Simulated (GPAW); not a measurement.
# Surface energy and work function of Ru(0001) from slabs of 3 to 12 layers (LDA)

How do energy and work function of Ru(0001) films settle with thickness, and what surface energy follows?

How it was computed: GPAW 26.7.0, plane waves at 450 eV with PAW setups; symmetric 1×1 slabs cut at the tabulated lattice constant (two decimals; low-temperature values for the alkali metals), atoms at bulk places, 7.5 Å of vacuum on each side, one in-plane mesh for all thicknesses, Fermi-Dirac smearing of 0.1 eV. Energies are extrapolated to zero smearing and count from the program's reference atoms. Functional LDA. The cell's area is 6.313 Å².

The runs, one held back:

| layers | energy (eV) | work function (eV) |
| --- | --- | --- |
| 3 | −30.2278 | 5.34 |
| 4 | −41.0955 | 5.43 |
| 5 | −52.0296 | 5.38 |
| 6 | −62.9786 | 5.40 |
| 7 | −73.9117 | 5.41 |
| 8 | −84.8431 | 5.41 |
| 9 | −95.7719 | 5.41 |
| 10 | −106.7157 | 5.41 |
| 11 | −117.6633 | 5.41 |
| 12 | ? | ? |

**Question.** What surface energy do these runs give, and what energy and work function should the 12-layer slab have?

Worked answer. A slab of n layers has E(n) = nε + 2Aγ once its middle is bulk-like. A line through n = 6 to 11 has the slope ε = −10.9361 eV a layer and the intercept 2Aγ = 2.6430 eV (r.m.s. residual 6.1 meV). So γ = 2.6430 / (2 × 6.313 Å²) = 0.2093 eV/Å² = 3.35 J/m², with a standard error of about 0.02 J/m² from the scatter about the line. For 12 layers: 2.6430 + 12 × (−10.9361) = −128.590 eV; the run gives −128.595 eV, 4.3 meV under the line. The work function has no such law: from 6 to 11 layers it moves between 5.40 and 5.41 eV (mean 5.41), and the 12-layer slab gives 5.41 eV. The thinnest slab, 3 layers, lies −0.07 eV from that mean. The values go up and down with thickness, as expected where levels confined across the film cross the Fermi level one by one.

**Limits.** The surfaces are unrelaxed, so γ is an upper bound for this functional and lattice constant. The tabulated lattice constant isn't the functional's own, which strains the slab a little.
